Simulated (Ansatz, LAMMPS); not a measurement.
# Settings and their price: amorphous polyisobutylene (as short chains C22H46) at 500 K (136 atoms)

Density of this cell: 0.778 g/cm³. The cell holds 136 atoms: 44 C and 92 H. Its edges and angles: a = 10.986 Å, b = 10.986 Å, c = 10.986 Å, α = 90.0°, β = 90.0°, γ = 90.0°. 2 polyisobutylene chains of 5 units with methyl end groups placed at random, at 0.778 g/cm³; overlaps pushed apart, then 20 ps at 800 K with MMFF94 bonds, angles, torsions, charges and radii (Halgren, J. Comput. Chem. 17, 490 (1996)) in harmonic and 12-6 forms. Snapshot after 30 ps at 500 K and fixed volume.

Geometry: as built.

Reference run: Kohn-Sham DFT, PBE+D4, PAW (set soft_2), plane waves (Ansatz 0.2.0), cutoff 420 eV, Γ point, fermi-dirac smearing of 0.025 eV.

| Quantity | Value |
| --- | --- |
| r.m.s. force component | 1.087 eV/Å |
| pressure | 2.653 GPa |
| gap (highest filled to lowest empty level) | 4.764 eV |
| SCF cycles | 9 |
| time | 13 s on 4 threads of Arm Neoverse V2, shared host |

**Question.** The same geometry is run again with each of these changes. How far do the results move, and how long does each run take?
- support functions medium
- support functions low
- support functions high
- support functions medium, radius 3.22 Å
- support functions medium, radius 3.48 Å
- support functions medium, radius 3.71 Å
- support functions medium, radius 3.98 Å
- support functions medium, radius 4.48 Å
- support functions medium, radius 4.97 Å

Each row is set against the plane-wave reference (Kohn-Sham DFT, PBE+D4, PAW (set soft_2), plane waves; r.m.s. force component 1.09 eV/Å). Energies are set beside the reference only for runs with its functional, potentials and electron count. Times are for 4 threads of Arm Neoverse V2, shared host. The reference's time includes the DOS, the stress and grids, which some other runs skip.

```tsv
run	Δ force, r.m.s. (meV/Å)	share of r.m.s. force (%)	Δ energy (meV/atom)	Δ gap (eV)	cycles	time	host memory (GiB)
reference	-	-	-	-	9	13 s	1.3
support functions medium	5.96	0.549	-3.43	-6.0e-4	11	43 s	2.4
support functions low	6.09	0.560	-3.43	-3.0e-4	10	39 s	2.3
support functions high	5.8	0.534	-3.47	1.0e-4	14	2.5 min	5.4
support functions medium, radius 3.22 Å	5.99	0.551	-3.43	-7.0e-4	11	41 s	2.3
support functions medium, radius 3.48 Å	5.93	0.545	-3.43	-4.0e-4	11	47 s	2.5
support functions medium, radius 3.71 Å	5.91	0.544	-3.43	-3.0e-4	11	55 s	2.8
support functions medium, radius 3.98 Å	5.89	0.542	-3.43	-3.0e-4	11	66 s	3.2
support functions medium, radius 4.48 Å	5.88	0.541	-3.43	-2.0e-4	11	95 s	3.9
support functions medium, radius 4.97 Å	5.87	0.540	-3.43	-2.0e-4	11	2.3 min	4.9
```

Among numerical settings the force difference runs from 5.8 meV/Å (support functions high) to 6.1 meV/Å (support functions low). At 136 atoms the fastest of the runs at a preset level, support functions low, takes roughly 2.9 times the time of plane waves (whose run also made extra analyses, so the like-for-like ratio is larger), in 10 SCF cycles against 9. Differences between support functions and plane waves include what basis error the plane-wave run still has. The force difference hardly changes among these support-function runs, which points to the basis of the plane-wave reference as its main source. As the radius goes from 3.22 to 4.97 Å, the force difference goes from 6.0 to 5.9 meV/Å, and the time from 41 s to 2.3 min. 

[Logs are printed without paths, hosts, clocks, repeated set-up lines and the standing remarks that a program may print on its own settings, such as how far it seeks lower states.]

[Hosts, paths, dates, database ids (printed as entryN), source tags and the programs' standing remarks are cut or masked in the printed files.]

[The MMFF94 radii named for the starting cell were scaled by 0.96; in molecules described by MMFF94, hydrogen bound to N, O or S took a small fixed 12-6 site in their place.]
